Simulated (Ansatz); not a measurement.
# What YC3 (built on the sites of a database entry of InC3) distorts into

Aim: this structure of YC3 (built on the sites of a database entry of InC3) is to be tested for unstable modes, and one is followed downhill.

Method: DFT PBEsol, scalar-relativistic, plane waves, PAW, in Ansatz 0.2.0.

Most raw output is cut from this account.

The structure was built from a prototype and need not be the compound's stable phase.

### 1. The starting structure

Symmetry: Pm-3m, No. 221, cubic system. Conventional cell: a = 3.493 Å, b = 3.493 Å, c = 3.493 Å, α = 90.00°, β = 90.00°, γ = 90.00°. Nearest to Y lie 12 C at 2.47 Å. Nearest to C lie 4 Y at 2.47 Å and 8 C at 2.47 Å. Farther neighbours are not listed.

### 2. Phonons on a q mesh

The cell comes from relaxations at this level that are not shown. Stability and thermal properties need the whole zone. Linear response on a 2×2×2 q mesh gives force constants as far as a supercell of that size would.

input.yaml

```yaml
crystal:
  lattice:
    - [3.4934150787, 0.0, 0.0]
    - [0.0, 3.4934150787, 0.0]
    - [0.0, 0.0, 3.4934150787]
  atoms:
    - { symbol: "Y", position: [0.0, 0.0, 0.0] }
    - { symbol: C, position: [0.0, 0.5, 0.5] }
    - { symbol: C, position: [0.5, 0.0, 0.5] }
    - { symbol: C, position: [0.5, 0.5, 0.0] }
kpoints:
  mp_grid: { grid: [10, 10, 10] }
hamiltonian:
  xc: pbesol
scf:
  occupations: { method: methfessel_paxton, width: 0.15 }
output:
  eigenvalues: true
phonons:
  method: dfpt
  qmesh: [2, 2, 2]
  temperatures: { t_max: 1000, t_step: 50 }
  qpath:
    path:
      - [[0.0, 0.0, 0.0], [0.0, 0.5, 0.0], [0.5, 0.5, 0.0], [0.0, 0.0, 0.0], [0.5, 0.5, 0.5], [0.0, 0.5, 0.0]]
      - [[0.5, 0.5, 0.5], [0.5, 0.5, 0.0]]
    npoints: 10
```

Started as:

```sh
> ansatz run input.yaml --threads 8 --pin off --max-ram 14336MiB --backend cpu --events-out ev --progress --plain --runs-dir out
```

The job ended after 16 s (8 threads of Intel Xeon 6975P-C (Granite Rapids), shared host; peak memory 0.79 GiB).

This step gave:

```
volume per atom                                         : 10.66 Å³
gap on the k-mesh                                       : 0 eV
sum-rule residual before enforcement                    : 5.28e-5 eV/Å²
lowest frequency on the path                            : -797.8 cm⁻¹
point group                                             : m-3m
highest frequency on the path or at a solved wavevector : 478.7 cm⁻¹
highest optical mode at the zone centre (no LO-TO term) : 448.3 cm⁻¹
lowest optical zone-centre mode                         : -517.5 cm⁻¹
lowest mode on the q mesh (acoustic modes at Γ apart)   : -797.8 cm⁻¹
```

Frequencies (cm⁻¹) solved at each irreducible wavevector; negative means imaginary. Frequencies by wavevector, by row:

| q in reciprocal lattice units | star | mode 1 | mode 2 | mode 3 | mode 4 | mode 10 | mode 11 | mode 12 |
| --- | --- | --- | --- | --- | --- | --- | --- | --- |
| 0 0 0 | 1 | -517.5 | -517.5 | -517.5 | 0 | 448.3 | 448.3 | 448.3 |
| 0 0 -0.5 | 3 | -517.9 | -517.9 | -322.3 | 120.3 | 407.5 | 422.8 | 422.8 |
| 0 -0.5 -0.5 | 3 | -424.4 | -334.2 | -277.1 | 113 | 454.7 | 454.7 | 477.7 |
| -0.5 -0.5 -0.5 | 1 | -797.8 | -286.6 | -286.6 | -286.6 | 473.9 | 473.9 | 473.9 |

Interpolated from a 2×2×2 q mesh, rough between the solved points. The phonon branches at the labelled points (cm⁻¹):

| point | branch 1 | branch 2 | branch 3 | branch 4 | branch 9 | branch 10 | branch 11 | branch 12 |
| --- | --- | --- | --- | --- | --- | --- | --- | --- |
| Γ | -518 | -518 | -518 | 0 | 387 | 448 | 448 | 448 |
| halfway | -517 | -517 | -435 | 81 | 390 | 433 | 433 | 435 |
| X | -518 | -518 | -322 | 120 | 393 | 408 | 423 | 423 |
| halfway | -461 | -439 | -323 | 97 | 400 | 410 | 426 | 472 |
| M | -424 | -334 | -277 | 113 | 372 | 455 | 455 | 478 |
| halfway | -480 | -467 | -415 | 117 | 388 | 413 | 415 | 470 |
| Γ | -518 | -518 | -518 | 0 | 387 | 448 | 448 | 448 |
| halfway | -557 | -371 | -371 | -78 | 361 | 439 | 461 | 461 |
| R | -798 | -287 | -287 | -287 | 363 | 474 | 474 | 474 |
| halfway | -598 | -310 | -295 | -179 | 370 | 442 | 462 | 472 |
| X | -518 | -518 | -322 | 120 | 393 | 408 | 423 | 423 |
| jump to R | -798 | -287 | -287 | -287 | 363 | 474 | 474 | 474 |
| halfway | -671 | -261 | -225 | -209 | 369 | 467 | 467 | 476 |
| M | -424 | -334 | -277 | 113 | 372 | 455 | 455 | 478 |

Symmetry leaves 4 wavevectors to solve. The lowest mode among them, the acoustic zeros apart, lies at q = (-0.5, -0.5, -0.5) and is imaginary, 797.8i cm⁻¹, so the energy falls along it.

### 3. The mode frozen in, largest atomic shift 0 Å

The mode followed lies at q = (0, 0, -0.5) with frequency 517.8i cm⁻¹ and is 2-fold degenerate, one of the unstable modes though not the softest. At small amplitude the distorted cell has space group no. 63 by a symmetry search on the positions. The undistorted cell that holds it gives the zero of energy on the same k mesh.

System of this step: YC3 (built on the sites of a database entry of InC3). It takes space group Pm-3m (No. 221, cubic). Conventional cell: a = 3.493 Å, b = 3.493 Å, c = 3.493 Å, α = 90.00°, β = 90.00°, γ = 90.00°. Nearest to Y lie 12 C at 2.47 Å. Nearest to C lie 4 Y at 2.47 Å and 8 C at 2.47 Å. Nearest to C lie 8 C at 2.47 Å and 4 Y at 2.47 Å. Farther neighbours are not listed.

input.yaml

```yaml
crystal:
  lattice:
    - [3.4934150787, 0.0, 0.0]
    - [0.0, 3.4934150787, 0.0]
    - [0.0, 0.0, 6.9868301574]
  atoms:
    - { symbol: "Y", position: [0.0, 0.0, 0.0] }
    - { symbol: "Y", position: [0.0, 0.0, 0.5] }
    - { symbol: C, position: [0.0, 0.5, 0.25] }
    - { symbol: C, position: [0.0, 0.5, 0.75] }
    - { symbol: C, position: [0.5, 0.0, 0.25] }
    - { symbol: C, position: [0.5, 0.0, 0.75] }
    - { symbol: C, position: [0.5, 0.5, 0.0] }
    - { symbol: C, position: [0.5, 0.5, 0.5] }
kpoints:
  mp_grid: { grid: [8, 8, 4] }
hamiltonian:
  xc: pbesol
scf:
  occupations: { method: methfessel_paxton, width: 0.15 }
output:
  forces: true
  stress: true
  eigenvalues: true
```

It took 0.52 s on 8 threads; peak memory 0.56 GiB; 2.8 s of CPU time.

This step gave:

* pressure: 0.1574 GPa
* energy from the undistorted cell: 0 meV/atom

The run ends at a pressure of 0.16 GPa.

### 4. The mode frozen in, largest atomic shift 0.6 Å

The atoms are moved along the unstable eigenvector, the largest shift by 0.6 Å, with the cell fixed.

input.yaml, the sections that differ from step 3:

```yaml
crystal:
  lattice:
    - [3.4934150787, 0.0, 0.0]
    - [0.0, 3.4934150787, 0.0]
    - [0.0, 0.0, 6.9868301574]
  atoms:
    - { symbol: "Y", position: [0.0, 0.0, 0.0] }
    - { symbol: "Y", position: [0.0, 0.0, 0.5] }
    - { symbol: C, position: [-0.1622358838, 0.4436247698, 0.25] }
    - { symbol: C, position: [0.1622358838, 0.5563752302, 0.75] }
    - { symbol: C, position: [0.5563752302, 0.1622358838, 0.25] }
    - { symbol: C, position: [0.4436247698, -0.1622358838, 0.75] }
    - { symbol: C, position: [0.5, 0.5, 0.0] }
    - { symbol: C, position: [0.5, 0.5, 0.5] }
# kpoints, hamiltonian, scf, output: as in step 3
```

The job ended after 0.72 s (8 threads; peak memory 0.59 GiB; 4.3 s of CPU time).

Numbers from this step:

```yaml
pressure: 8.117 GPa
energy_from_the_undistorted_cell: -739.0 meV/atom
```

The energy, extrapolated to zero smearing, is -738.97 meV/atom against the undistorted cell.

The run ends at a pressure of 8.12 GPa, with forces up to 2.6 eV/Å.

### 5. Energy along the mode, all amplitudes (two of the runs are shown above)

An imaginary frequency means negative curvature, so the energy should fall and then rise again as anharmonic terms take over.

Numbers from this step:

| Property | Result |
| --- | --- |
| depth at the lowest point sampled | 739.0 meV/atom |
| largest atomic shift at that point | 0.6 Å |

Energy from the parent against largest atomic shift:

| largest atomic shift (Å) | energy from the parent (meV/atom) |
| --- | --- |
| 0.000 | 0 |
| 0.040 | -4.53 |
| 0.080 | -17.0 |
| 0.140 | -48.9 |
| 0.220 | -113 |
| 0.320 | -234 |
| 0.450 | -460 |
| 0.600 | -739 |

Displacement at unit largest shift by atom:

| atom | x (Å) | y (Å) | z (Å) | size |
| --- | --- | --- | --- | --- |
| Y1 | 0.00 | 0.00 | 0.00 | 0.00 |
| Y2 | 0.00 | 0.00 | 0.00 | 0.00 |
| C3 | -0.94 | -0.33 | 0.00 | 1.00 |
| C4 | 0.94 | 0.33 | 0.00 | 1.00 |
| C5 | 0.33 | 0.94 | 0.00 | 1.00 |
| C6 | -0.33 | -0.94 | 0.00 | 1.00 |
| C7 | 0.00 | 0.00 | 0.00 | 0.00 |
| C8 | 0.00 | 0.00 | 0.00 | 0.00 |

The lowest of the steps tried is the last one, at 0.6 Å, 739 meV/atom below the parent; the bottom of the well need not coincide with a step.

### 6. Relaxing from the distorted cell

Starting from the lowest point found, all atoms and the cell are let go, so that strain and other modes of the same symmetry can join in.

Changes to input.yaml since step 4:

```diff
@@ -24 +24,6 @@
   eigenvalues: true
+relax:
+  adjacent_minimum: "off"
+  f_tol: 0.002
+  max_steps: 120
+  cell: { stress_tol: 0.03 }
```

The job ended after 9.7 s (8 threads; peak memory 0.63 GiB; 67 s of CPU time).

Step by step:

| step | energy less that of the first step (eV) | largest force component (eV/Å) | pressure (GPa) | volume (Å³) |
| --- | --- | --- | --- | --- |
| 1 | 0.0000 | 2.5312 | 8.12 | 85.27 |
| 2 | -1.5325 | 1.4244 | -2.48 | 90.67 |
| 3 | -2.4041 | 1.6199 | 1.56 | 88.22 |
| 4 | -2.5773 | 0.9859 | -1.51 | 86.84 |
| 5 | -2.6812 | 0.1096 | -0.91 | 87.09 |
| 6 | -2.6900 | 0.2280 | 0.21 | 86.50 |
| 7 | -2.6954 | 0.1200 | 0.04 | 86.21 |
| 8 | -2.6968 | 0.0118 | 0.06 | 85.96 |
| 9 | -2.6967 | 0.0014 | -0.02 | 86.04 |
| 10 | -2.6967 | 0.0003 | 0.00 | 86.03 |
| 11* | -2.7100 | 0.0012 | 0.20 | 86.03 |
| 12 | -2.7099 | 0.0018 | -0.07 | 86.19 |
| 13 | -2.7101 | 0.0007 | 0.02 | 86.15 |
| 14 | -2.7100 | 0.0000 | 0.00 | 86.16 |
| 15* | -2.7104 | 0.0001 | 0.00 | 86.16 |

Relaxation steps marked * repeat the geometry before them on a plane-wave basis chosen anew for their cell, so energy and pressure can jump there.

The run keeps the 8 symmetry operations that it works with, so distortions that break them were not tested.

| conventional cell, symmetrised | before | after | change |
| --- | --- | --- | --- |
| a (Å) | 4.940 | 5.027 | +1.8 % |
| b (Å) | 4.940 | 5.244 | +6.1 % |
| c (Å) | 6.987 | 6.536 | -6.5 % |
| volume (Å³/atom) | 10.66 | 10.77 | +1.0 % |

The atoms that moved most (Å, as changes of fractional coordinates times the final cell):

| atom | dx | dy | dz | length |
| --- | --- | --- | --- | --- |
| C4 | 0.386 | -0.361 | 0.000 | 0.529 |
| C5 | -0.361 | 0.386 | 0.000 | 0.529 |
| C3 | -0.386 | 0.361 | 0.000 | 0.529 |
| C6 | 0.361 | -0.386 | 0.000 | 0.529 |

Final coordinates:

```cif
data_structure
_symmetry_space_group_name_H-M 'P 1'
_symmetry_Int_Tables_number 1
_cell_length_a 3.6324
_cell_length_b 3.6324
_cell_length_c 6.5359
_cell_angle_alpha 90.000
_cell_angle_beta 90.000
_cell_angle_gamma 92.419
_cell_volume 86.16
loop_
_atom_site_label
_atom_site_type_symbol
_atom_site_fract_x
_atom_site_fract_y
_atom_site_fract_z
_atom_site_occupancy
Y1 Y 0.00000 0.00000 0.00000 1
Y2 Y 0.00000 0.00000 0.50000 1
C3 C 0.73347 0.54088 0.25000 1
C4 C 0.26653 0.45912 0.75000 1
C5 C 0.45912 0.26653 0.25000 1
C6 C 0.54088 0.73347 0.75000 1
C7 C 0.50000 0.50000 0.00000 1
C8 C 0.50000 0.50000 0.50000 1
```

This step gave:

| Property | Result |
| --- | --- |
| pressure | 0.001734 GPa |
| volume per atom | 10.77 Å³ |

The distorted start has space group Cmcm; the relaxation ends in Cmcm.

### 7. The new phase in its own primitive cell

The relaxed structure is symmetrised, reduced to its primitive cell and relaxed tightly, as its phonons need.

input.yaml

```yaml
crystal:
  lattice:
    - [2.5137079453, -2.6221319221, 0.0]
    - [2.5137079453, 2.6221319221, 0.0]
    - [0.0, 0.0, 6.5359175112]
  atoms:
    - { symbol: "Y", position: [0.0, 0.0, 0.0] }
    - { symbol: "Y", position: [0.0, 0.0, 0.5] }
    - { symbol: C, position: [0.7334704446, 0.5408750739, 0.25] }
    - { symbol: C, position: [0.2665295554, 0.4591249261, 0.75] }
    - { symbol: C, position: [0.4591249261, 0.2665295554, 0.25] }
    - { symbol: C, position: [0.5408750739, 0.7334704446, 0.75] }
    - { symbol: C, position: [0.5, 0.5, 0.0] }
    - { symbol: C, position: [0.5, 0.5, 0.5] }
kpoints:
  mp_grid: { grid: [8, 8, 6] }
hamiltonian:
  xc: pbesol
scf:
  occupations: { method: methfessel_paxton, width: 0.15 }
output:
  forces: true
  stress: true
  eigenvalues: true
relax:
  adjacent_minimum: "off"
  f_tol: 0.001
  max_steps: 60
  cell: { stress_tol: 0.01 }
```

Wall time 9.7 s (8 threads); peak memory 0.66 GiB; 68 s of CPU time.

Step by step:

| step | energy less that of the first step (eV) | largest force component (eV/Å) | pressure (GPa) | volume (Å³) |
| --- | --- | --- | --- | --- |
| 1 | 0.0000 | 0.1231 | 0.40 | 86.16 |
| 2 | -0.0051 | 0.0854 | 0.57 | 86.20 |
| 3 | -0.0066 | 0.0154 | 0.02 | 86.65 |
| 4 | -0.0066 | 0.0027 | 0.04 | 86.68 |
| 5 | -0.0066 | 0.0004 | -0.01 | 86.71 |
| 6* | -0.0075 | 0.0002 | 0.01 | 86.71 |
| 7 | -0.0075 | 0.0096 | 0.02 | 86.72 |
| 8 | -0.0075 | 0.0006 | 0.00 | 86.72 |
| 9 | -0.0074 | 0.0029 | 0.01 | 86.72 |
| 10 | -0.0074 | 0.0001 | 0.00 | 86.72 |
| 11* | -0.0075 | 0.0001 | 0.00 | 86.72 |

Relaxation steps marked * repeat the geometry before them on a plane-wave basis chosen anew for their cell, so energy and pressure can jump there. Relaxation steps 7, 9 were tried and not accepted.

Forces are held to the 8 operations that the run works with; a distortion that breaks them can't arise in this run.

| conventional cell, symmetrised | before | after | change |
| --- | --- | --- | --- |
| a (Å) | 5.027 | 5.015 | -0.2 % |
| b (Å) | 5.244 | 5.232 | -0.2 % |
| c (Å) | 6.536 | 6.610 | +1.1 % |
| volume (Å³/atom) | 10.77 | 10.84 | +0.7 % |

The relaxed structure:

```cif
data_structure
_symmetry_space_group_name_H-M 'P 1'
_symmetry_Int_Tables_number 1
_cell_length_a 3.6238
_cell_length_b 3.6238
_cell_length_c 6.6096
_cell_angle_alpha 90.000
_cell_angle_beta 90.000
_cell_angle_gamma 92.432
_cell_volume 86.72
loop_
_atom_site_label
_atom_site_type_symbol
_atom_site_fract_x
_atom_site_fract_y
_atom_site_fract_z
_atom_site_occupancy
Y1 Y 0.00000 0.00000 0.00000 1
Y2 Y 0.00000 0.00000 0.50000 1
C3 C 0.73229 0.54151 0.25000 1
C4 C 0.26771 0.45849 0.75000 1
C5 C 0.45849 0.26771 0.25000 1
C6 C 0.54151 0.73229 0.75000 1
C7 C 0.50000 0.50000 0.00000 1
C8 C 0.50000 0.50000 0.50000 1
```

Numbers from this step:

```
pressure        : 0.001255 GPa
volume per atom : 10.84 Å³
```

The largest force component left is 0.050 meV/Å and the pressure is 0.001 GPa, within the tolerances set. The cell now holds 10.84 Å³/atom.

### 8. Modes of the new phase, k-mesh 8×8×6

A relaxed structure may still be a saddle point, so its zone-centre modes are computed. No field response is asked, since the mesh shows no gap.

input.yaml

```yaml
crystal:
  lattice:
    - [2.5074750971, -2.6162481182, 0.0]
    - [2.5074750971, 2.6162481182, 0.0]
    - [0.0, 0.0, 6.6096119364]
  atoms:
    - { symbol: "Y", position: [0.0, 0.0, 0.0] }
    - { symbol: "Y", position: [0.0, 0.0, 0.5] }
    - { symbol: C, position: [0.732287243, 0.5415097355, 0.25] }
    - { symbol: C, position: [0.267712757, 0.4584902645, 0.75] }
    - { symbol: C, position: [0.4584902645, 0.267712757, 0.25] }
    - { symbol: C, position: [0.5415097355, 0.732287243, 0.75] }
    - { symbol: C, position: [0.5, 0.5, 0.0] }
    - { symbol: C, position: [0.5, 0.5, 0.5] }
kpoints:
  mp_grid: { grid: [8, 8, 6] }
hamiltonian:
  xc: pbesol
scf:
  occupations: { method: methfessel_paxton, width: 0.15 }
output:
  eigenvalues: true
phonons:
  method: dfpt
```

Elapsed: 35 s, on 8 threads; peak memory 2 GiB; 3.9 min of CPU time.

Numbers from this step:

| Property | Result |
| --- | --- |
| sum-rule residual before enforcement | 1.02e-5 eV/Å² |
| point group | mmm |
| highest optical mode at the zone centre (no LO-TO term) | 1340 cm⁻¹ |
| lowest optical zone-centre mode | -713.9 cm⁻¹ |

Patterns of degenerate modes are one choice out of their space. Modes at Γ, with each element's share of the kinetic energy (negative means imaginary):

| mode | frequency (cm⁻¹) | symmetry | Y % | C % |
| --- | --- | --- | --- | --- |
| 1 | -713.9 | B1u | 0 | 100 |
| 2 | -703.2 | Au | 0 | 100 |
| 3 | -458.9 | B2g | 0 | 100 |
| 4 | -394.4 | B2u | 0 | 100 |
| 5 | -166.7 | B3g | 0 | 100 |
| 6 | 0.0 | acoustic | 71 | 29 |
| 7 | 0.0 | acoustic | 71 | 29 |
| 8 | 0.0 | acoustic | 71 | 29 |
| 9 | 90.2 | B1u | 85 | 15 |
| 10 | 167.7 | B3u | 0 | 100 |
| 11 | 169.2 | Au | 95 | 5 |
| 12 | 197.3 | B2u | 74 | 26 |
| 13 | 258.7 | B1u | 31 | 69 |
| 14 | 271.2 | B2u | 17 | 83 |
| 15 | 291.2 | B2u | 38 | 62 |
| 16 | 304.9 | B1u | 12 | 88 |
| 17 | 332.4 | B1g | 0 | 100 |
| 18 | 362.2 | Ag | 0 | 100 |
| 19 | 378.9 | B3u | 22 | 78 |
| 20 | 390.2 | B1g | 0 | 100 |
| 21 | 390.9 | Au | 5 | 95 |
| 22 | 406.6 | B3u | 7 | 93 |
| 23 | 1326.8 | Ag | 0 | 100 |
| 24 | 1339.7 | B2u | 0 | 100 |

Displacements in mode 1 (-713.9 cm⁻¹), the largest set to 1:
```
Y1   0.00  0.00 -0.02
Y2   0.00  0.00 -0.02
C3   0.00  0.00 -0.42
C4   0.00  0.00 -0.42
C5   0.00  0.00 -0.42
C6   0.00  0.00 -0.42
C7   0.00 -0.07  1.00
C8   0.00  0.07  1.00
```

Displacements in mode 12 (197.3 cm⁻¹), the largest set to 1:
```
Y1   0.00  0.19  0.93
Y2   0.00  0.19 -0.93
C3   0.01 -1.00  0.00
C4   0.01 -1.00  0.00
C5  -0.01 -1.00  0.00
C6  -0.01 -1.00  0.00
C7   0.00  0.56  0.09
C8   0.00  0.56 -0.09
```

Before it was imposed, the acoustic sum rule was missed by 1.0e-5 eV/Å². Small misses are needed for a sound result but don't prove that mesh and cutoff are converged. The lowest optical mode is imaginary, 713.9i cm⁻¹, so the energy falls along it.

### 9. Summary of results

| Quantity | Value |
| --- | --- |
| unstable mode of the parent | q = (0, 0, -0.5), 518i cm⁻¹ |
| depth at the lowest point sampled | 739 meV/atom |
| largest atomic shift at that point | 0.6 Å |
| space group reached (within 0.01 Å) | Cmcm |
| energy gained over the parent (first relaxation, on the mesh of the frozen mode) | 1078 meV/atom |
| volume per atom, phase reached | 10.8 Å³ |
| lowest optical zone-centre mode, phase reached | -714 cm⁻¹ |
| highest optical mode at the zone centre (no LO-TO term), phase reached | 1340 cm⁻¹ |

What this shows: Along this mode the structure falls into Cmcm, 1078 meV/atom below the parent. At the parent's cell the well is 739.0 meV/atom deep on the steps tried, with its lowest point at a shift of 0.6 Å. That is the last step tried, so the steps alone don't bracket the bottom of the well. Relaxing atoms and cell changes the gain by +338.87 meV/atom against the lowest step (energies at zero smearing). The new phase still has an imaginary mode at the zone centre of its cell, so it is a saddle point on the way to a lower structure. Of the 4 patterns followed to their end from this parent, this one ends 24.3 meV/atom above the lowest, Fm-3m. Each path keeps the symmetry of its pattern, so a lower phase may lie along a pattern not tried. The q mesh stands for a supercell only 7.0 Å across, so branches between the solved wavevectors are rough. With no gap, or one that is small against the smearing, the frequencies hang on the k mesh and the smearing, most of all near Kohn anomalies. The phonon runs are without spin polarisation, although the cell has an odd electron count. The starting cell was built on a prototype and not taken from a measurement, so the phase need not exist.

[Logs are printed without paths, hosts, clocks, repeated set-up lines and the standing remarks that a program may print on its own settings, such as how far it seeks lower states.]

[Hosts, paths, dates, database ids (printed as entryN), source tags and the programs' standing remarks are cut or masked in the printed files.]
